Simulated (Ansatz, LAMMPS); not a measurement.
# Relaxing ionic liquid ethylammonium Br-, from a frame at 410 K (144 atoms), part 3 of 4

Aim: bring ionic liquid ethylammonium Br-, from a frame at 410 K (144 atoms) to a nearby minimum of the energy and see what moves.

Ansatz 0.2.0; Kohn-Sham DFT, PBE+D3(BJ), PAW (set soft_2), plane waves.

The cell: 24 C, 12 N, 96 H and 12 Br. The network of contacts between molecules at the start is that of the classical potential that made the cell. Sampling is at Γ alone, for a cell whose shortest periodic width is 12 Å.

So far, density (g/cm³): step 5 (structure statistics after relaxation) 1.61.

### Step 6. Single point at the relaxed geometry

One more single point at the end of the walk gives the fuller output and checks the residual forces.

Contents of input.yaml:

```yaml
crystal:
  lattice:
    - [11.75891, -0.36577, -0.18158]
    - [-0.36577, 11.43322, 0.1206]
    - [-0.18158, 0.1206, 11.58143]
  atoms:
    - { symbol: C, position: [0.06981, 0.99136, 0.27603] }
    - { symbol: C, position: [0.00978, 0.09424, 0.31969] }
    - { symbol: "N", position: [0.07206, 0.20796, 0.28889] }
    - { symbol: H, position: [0.01862, 0.91012, 0.29486] }
    - { symbol: H, position: [0.15382, 0.98623, 0.31884] }
    - { symbol: H, position: [0.08179, 0.9991, 0.1826] }
    - { symbol: H, position: [0.00426, 0.09029, 0.41392] }
    - { symbol: H, position: [0.92265, 0.09764, 0.2837] }
    - { symbol: H, position: [0.02955, 0.27599, 0.32173] }
    - { symbol: H, position: [0.15593, 0.21191, 0.32213] }
    - { symbol: H, position: [0.07714, 0.21644, 0.19813] }
    - { symbol: C, position: [0.59592, 0.45093, 0.78928] }
    - { symbol: C, position: [0.59278, 0.58258, 0.79728] }
    - { symbol: "N", position: [0.51039, 0.61363, 0.88501] }
    - { symbol: H, position: [0.61961, 0.41075, 0.87279] }
    - { symbol: H, position: [0.66042, 0.42865, 0.72866] }
    - { symbol: H, position: [0.51266, 0.41136, 0.76047] }
    - { symbol: H, position: [0.56417, 0.62273, 0.71558] }
    - { symbol: H, position: [0.67691, 0.62309, 0.82196] }
    - { symbol: H, position: [0.50631, 0.70456, 0.89004] }
    - { symbol: H, position: [0.42751, 0.57555, 0.86793] }
    - { symbol: H, position: [0.53575, 0.58363, 0.967] }
    - { symbol: C, position: [0.84919, 0.3426, 0.13668] }
    - { symbol: C, position: [0.87131, 0.43064, 0.03938] }
    - { symbol: "N", position: [0.99541, 0.44957, 0.017] }
    - { symbol: H, position: [0.75712, 0.32703, 0.14628] }
    - { symbol: H, position: [0.88497, 0.37404, 0.21979] }
    - { symbol: H, position: [0.88448, 0.25884, 0.11749] }
    - { symbol: H, position: [0.83916, 0.5159, 0.05794] }
    - { symbol: H, position: [0.83027, 0.40015, 0.95817] }
    - { symbol: H, position: [0.03095, 0.3697, 0.00128] }
    - { symbol: H, position: [0.00561, 0.50473, 0.94462] }
    [... 106 atom lines left out ...]
    - { symbol: Br, position: [0.68494, 0.03594, 0.30761] }
    - { symbol: Br, position: [0.37439, 0.73557, 0.59917] }
    - { symbol: Br, position: [0.87074, 0.31635, 0.45835] }
    - { symbol: Br, position: [0.518, 0.89546, 0.93192] }
    - { symbol: Br, position: [0.25539, 0.48442, 0.87014] }
    - { symbol: Br, position: [0.77452, 0.19558, 0.80966] }
kpoints:
  mp_grid: { grid: [1, 1, 1] }
hamiltonian:
  xc: pbe
  dispersion: d3bj
scf:
  occupations: { method: fixed }
output:
  forces: true
  stress: true
  populations: true
  dos:
    method: { smearing: { sigma: 0.08 } }
    de: 0.1
    projected: { site_lists: { Br: [Br], C: [C], H: [H], "N": ["N"] } }
  eigenvalues: true
  write_density: true
  write_potential: true
  volumetric_format: npy
```

Run with:

```console
> ansatz run input.yaml --threads 4 --pin off --max-ram 8192MiB --backend cpu --events-out ev --progress --plain --runs-dir out
```

Numbers of over 12 decimals in the logs are rounded to 6 here.

Log:

```text
[...]
Crystal: 144 atoms, lattice volume = 1554.952 Å³
Basis set: ecut = 420 eV, 30383 PW (Γ), exchange–correlation on 160×160×160 points (8 copies of the dense FFT grid, shifted against one another)
Bands: 312, of which v1, the nominal top of the filled ones, is band 168 counted from 1 (167 counted from 0)
Symmetry: 1 space group operations
[...]
k-points: 1
[...]
SCF iter   1: F=—  HF=-45607.259921 eV  |F-HF|=—  |Δ(HF+E_count)|=         —  Δρ=3.38e-3  dr2=3.58e-1  ethr=1.77e-3  ⟨swp⟩=5.0  Hψ=1144  notcnv=0  defer=139
[...]
SCF iter   8: F=-45607.143469 eV  HF=-45607.143469 eV  |F-HF|=4.84e-9  |Δ(HF+E_count)|=   4.52e-7  Δρ=2.15e-6  dr2=7.09e-8  ethr=2.98e-11  ⟨swp⟩=24.0  Hψ=3367  notcnv=0
SCF 1 converged in 8 iterations: F = -45607.143469 eV  dr2 = 7.09e-8
[...]
SCF converged after 8 iterations
Free energy (F): -45607.143469 eV
[...]
Internal energy: -45607.143469 eV  (E = F + TS)
E sigma→0 (E₀):  -45607.143469 eV
Fermi energy:    -0.167317 eV
[...]
--- Forces (eV/Å), atoms counted from 1 ---
  atom   1  C      0.00271417     0.00331560     0.00454599
  atom   2  C     -0.00509239    -0.00661520    -0.00255005
  atom   3  N     -0.00591441     0.01525270    -0.00021172
  atom   4  H     -0.00113118     0.00098210    -0.00156711
  atom   5  H     -0.00068311     0.00126855    -0.00004974
  atom   6  H     -0.00023511     0.00102873     0.00163861
  atom   7  H      0.00095286     0.00082254     0.00067306
  atom   8  H      0.00415125     0.00125879    -0.00071541
  atom   9  H      0.00142157    -0.00853885    -0.00183324
  atom  10  H      0.00066591    -0.00379116    -0.00084490
  atom  11  H     -0.00274376    -0.00078638     0.00610318
  atom  12  C      0.00388800    -0.00597717    -0.00443122
  atom  13  C     -0.00293469     0.00075124     0.00617564
  atom  14  N     -0.00710093    -0.00493609     0.00387861
[...]
atom 143  Br    -0.00131553     0.01925822     0.00494336
  atom 144  Br     0.00569199     0.00556272    -0.00332774
  max |Σ_I F_I| component: 8.52e-5 eV/Å
--- Stress (GPa, compression-positive) ---
        0.004112      -0.012789      -0.011924
       -0.012789       0.004929       0.007213
       -0.011924       0.007213       0.006007
  P = ⅓ Tr σ = 0.0050 GPa (0.050 kbar)
--- Band table (eV) ---
[...]
--- Löwdin populations: 144 sites ---
  site symbol       q [e]
     0      C      4.4569
     1      C      4.1568
     2      N      5.3375
[...]
143     Br      7.6151
  spilling = 0.011458 (of n_electrons = 336.000000)
```

Run time: 16 s. Hardware: 4 threads of Arm Neoverse V2, shared host; peak memory 1.7 GiB.

Read from the output:

| Property | Result |
| --- | --- |
| free energy | -45607.1435 eV |
| free energy per atom | -316.7163 eV/atom |
| SCF cycles | 8 |
| pressure | 0.005016 GPa |
| r.m.s. force component | 0.00532 eV/Å |
| longest force | 0.03244 eV/Å |
| Fermi energy | -0.1673 eV |
| gap (highest filled to lowest empty level) | 4.414 eV |
| spilling of the projection | 0.01146 |

Löwdin charges by element (they lack the spilled electrons, 0.027 e an atom on average):

```csv
element,coordination,atoms,mean charge (e),spread,least,most
Br,all,12,-0.623,0.0265,-0.673,-0.580
C,all,24,-0.308,0.150,-0.465,-0.153
H,all,96,0.238,0.0559,0.173,0.332
N,all,12,-0.341,0.0049,-0.352,-0.332
```

States in the cell by windows of 1 eV, zero at the Fermi level; the larger projections on atomic orbitals stand beside the total:

| from (eV) | to (eV) | total | H s | C p | Br p | N p | C s | Br s |
| --- | --- | --- | --- | --- | --- | --- | --- | --- |
| -14 | -13 | 25.9 | 6.6 | 1.6 | 0.0 | 1.9 | 12.3 | 2.2 |
| -13 | -12 | 22.1 | 1.1 | 0.1 | 0.0 | 0.2 | 0.3 | 20.1 |
| -12 | -11 | 0.0 | 0.0 | 0.0 | 0.0 | 0.0 | 0.0 | 0.0 |
| -11 | -10 | 23.2 | 7.1 | 3.6 | 0.0 | 4.1 | 7.7 | 0.2 |
| -10 | -9 | 0.8 | 0.2 | 0.1 | 0.0 | 0.1 | 0.3 | 0.0 |
| -9 | -8 | 31.9 | 8.3 | 4.0 | 0.3 | 17.9 | 0.3 | 0.4 |
| -8 | -7 | 16.1 | 4.1 | 1.9 | 0.1 | 9.2 | 0.2 | 0.3 |
| -7 | -6 | 24.0 | 4.8 | 10.1 | 0.1 | 7.9 | 0.6 | 0.1 |
| -6 | -5 | 23.7 | 7.8 | 12.9 | 0.2 | 2.3 | 0.0 | 0.0 |
| -5 | -4 | 18.3 | 5.2 | 11.0 | 0.2 | 1.4 | 0.1 | 0.0 |
| -4 | -3 | 50.8 | 18.5 | 29.0 | 0.9 | 1.7 | 0.1 | 0.1 |
| -3 | -2 | 3.2 | 1.5 | 1.6 | 0.1 | 0.0 | 0.0 | 0.0 |
| -2 | -1 | 13.9 | 0.5 | 0.3 | 12.3 | 0.5 | 0.0 | 0.0 |
| -1 | 0 | 56.0 | 0.9 | 1.0 | 51.7 | 1.6 | 0.1 | 0.0 |
| 0 | 1 | 2.1 | 0.0 | 0.0 | 2.0 | 0.0 | 0.0 | 0.0 |
| 1 | 4 | 0.0 | 0.0 | 0.0 | 0.0 | 0.0 | 0.0 | 0.0 |
| 4 | 5 | 2.0 | 0.9 | 0.2 | 0.0 | 0.0 | 0.3 | 0.1 |

The curve was stored every 0.100 eV, coarse against its broadening of 0.08 eV, so these counts are rough.

With fixed occupations the program's Fermi level is the highest filled level; weight inside the gap is the broadening of levels at its edges.

Between -19 and -14 eV lie 24 more states.

The levels nearest the highest filled one (over half full), pooled over k-points and spins:

```
level less the highest filled one (eV)  occupation
                                -0.271           2
                                -0.244           2
                                -0.219           2
                                 -0.14           2
                               -0.0097           2
                                     0           2
                                  4.41           0
                                  5.27           0
                                  5.34           0
                                  5.40           0
                                  5.44           0
                                  5.53           0
```

Valence density in the ab plane at fractional z = 0.306, with atoms of C and N and H and Br within 0.2 Å of it. It is the smooth field of the valence electrons, not physical close to the nuclei.

Ten steps, logarithmic in the rise over the least value, from '0' (0.0 e/Å³) to '9' (3.4 e/Å³), each cell a mean:
```
688887521134676311245777643100124
787654322456886411134454421000025
665321125778875321233222110000024
332100135887776533332110000000012
000000023555677754322100000000000
000000001223578864321000000011111
110111110012467653110000000012333
311233221012344321000000000124565
421234432111111100001000000135786
212345553210000000111110000123564
112456654310000000112110000011221
012356654210000001112110000000000
001244443100000001122210000000000
001122221000000001245421000011100
000011100000000012478641000112110
222100000111111012577642101122211
565422111233332113455421001122112
788765323456654223443210000111113
699987534677765322221100000000123
789976434677764311111222211001234
787643223566653210123455432113567
887532112344432100135677653225788
887654311112221001246766764223567
688877521012333211257766764211235
```
Columns run along a (11.8 Å), rows up along b (11.4 Å). Atoms in or near the plane, at fractional coordinates: C at (0.01, 0.09), N at (0.07, 0.21), H at (0.02, 0.91), H at (0.15, 0.99), H at (0.03, 0.28), H at (0.16, 0.21), H at (0.28, 0.86), H at (0.40, 0.96), H at (0.61, 0.39), H at (0.95, 0.64), Br at (0.68, 0.04).

Electrostatic potential energy in the ab plane at fractional z = 0.306, with atoms of C and N and H and Br within 0.2 Å of it. With pseudopotentials it is smooth inside the atoms' cores, unlike the true potential.

Ten even steps from '0' (-41 eV) to '9' (6 eV), each cell a mean:
```
730243799999615999998533799999999
336888999987537999999999999999998
458999998552158999999999999999998
999999996144468889989999999999999
999999999888753578999999999999999
999999999999730378999999999999999
999999999999876789999999999999999
999999999999999999999999999999868
999999999999999999999999999999504
999998899999999999999999999999878
999987789999999999999999999999999
999998789999999999999999999999999
999999999999999999999999999999999
999999999999999999976899999999999
999999999999999999840589999999999
999999999999999999876789999999999
657899999999999999888899999999998
413577899987789998889999999999998
710031699841269999999999999999998
720156899720169999999999999999998
235789999876789999999988999999875
005899999999999999998522589998441
236789999999999999995000069999874
730254799999999999995000179999998
```
Columns run along a (11.8 Å; values clipped at the 3rd and 97th percentile), rows up along b (11.4 Å). Atoms in or near the plane, at fractional coordinates: C at (0.01, 0.09), N at (0.07, 0.21), H at (0.02, 0.91), H at (0.15, 0.99), H at (0.03, 0.28), H at (0.16, 0.21), H at (0.28, 0.86), H at (0.40, 0.96), H at (0.61, 0.39), H at (0.95, 0.64), Br at (0.68, 0.04).

Mean Löwdin charges: Br -0.62, C -0.31, H +0.24, N -0.34 e (they miss 1.1 % of the electrons, so they add up to more than the cell's charge). The largest share in the top eV of filled states is Br p (93 % of the projected weight), and in the lowest eV of empty states H s (56 % of the projected weight).

The surroundings of N124, one of the 12 N atoms, nearest first, numbered as they follow in the input and with coordinates relative to it.

```csv
atom,x,y,z,distance (Å),bonds,Löwdin charge (e)
N124,0.00,0.00,0.00,0.00,4,-0.34
H132,-0.15,0.30,0.99,1.04,1,0.31
H131,-0.91,-0.41,-0.33,1.05,1,0.29
H130,0.18,0.82,-0.64,1.05,1,0.31
C123,1.09,-1.01,-0.12,1.49,4,-0.16
H129,2.02,-0.50,0.19,2.09,1,0.20
H128,1.19,-1.24,-1.19,2.09,1,0.21
C122,0.80,-2.25,0.70,2.48,4,-0.46
H125,0.66,-1.99,1.76,2.74,1,0.19
H127,-0.11,-2.76,0.34,2.78,1,0.19
```

The column of bonds counts only the pairs H-C within 1.34 Å, H-N within 1.27 Å, C-C within 1.85 Å, C-N within 1.79 Å; other neighbours, such as metal atoms beside each other in a compound, aren't counted, and periodic images can show an atom twice.

(Continued in part 4 of 4.)

[Logs are printed without paths, hosts, clocks, repeated set-up lines and the standing remarks that a program may print on its own settings, such as how far it seeks lower states.]

[Hosts, paths, dates, database ids (printed as entryN), source tags and the programs' standing remarks are cut or masked in the printed files.]
